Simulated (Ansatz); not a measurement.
Rows from a G0W0 calculation on ZnInGaO4 (R3m) (Ansatz 0.2.0; G0W0 on PBE, plane waves, PAW; PAW set soft_1; 6×6×6 mesh, 355 empty bands, screening to 150 eV, PAW set soft_1 files), in eV. Spin-orbit coupling is left out.

| row | k | band | start | Σx | Σc at the solution | Vxc |
| --- | --- | --- | --- | --- | --- | --- |
| A | Γ | c2 | 12.018 | -13.839 | -3.691 | -18.314 |
| B | Γ | c1 | 8.887 | -11.708 | -3.168 | -15.327 |
| C | Γ | v1 | 7.821 | -33.444 | 5.451 | -26.998 |

Q: Give the quasiparticle energies and the shift of each level.

The quasiparticle equation reads E = start + Σx + Σc(E) − Vxc.

| row | E (eV) | shift (eV) |
| --- | --- | --- |
| A | 12.802 | +0.784 |
| B | 9.338 | +0.452 |
| C | 6.826 | −0.996 |

Limits: not at the basis limit; d shell near the gap, gap tends to lie low; no spin-orbit coupling.

[Runs of the session that timed out or met a known fault of the program may be left out.]

[Cells called generated may have been cut or substituted from an entry of the Crystallography Open Database or the Materials Project.]

[Hosts, paths, dates, database ids (printed as entryN), source tags and the programs' standing remarks are cut or masked in the printed files.]
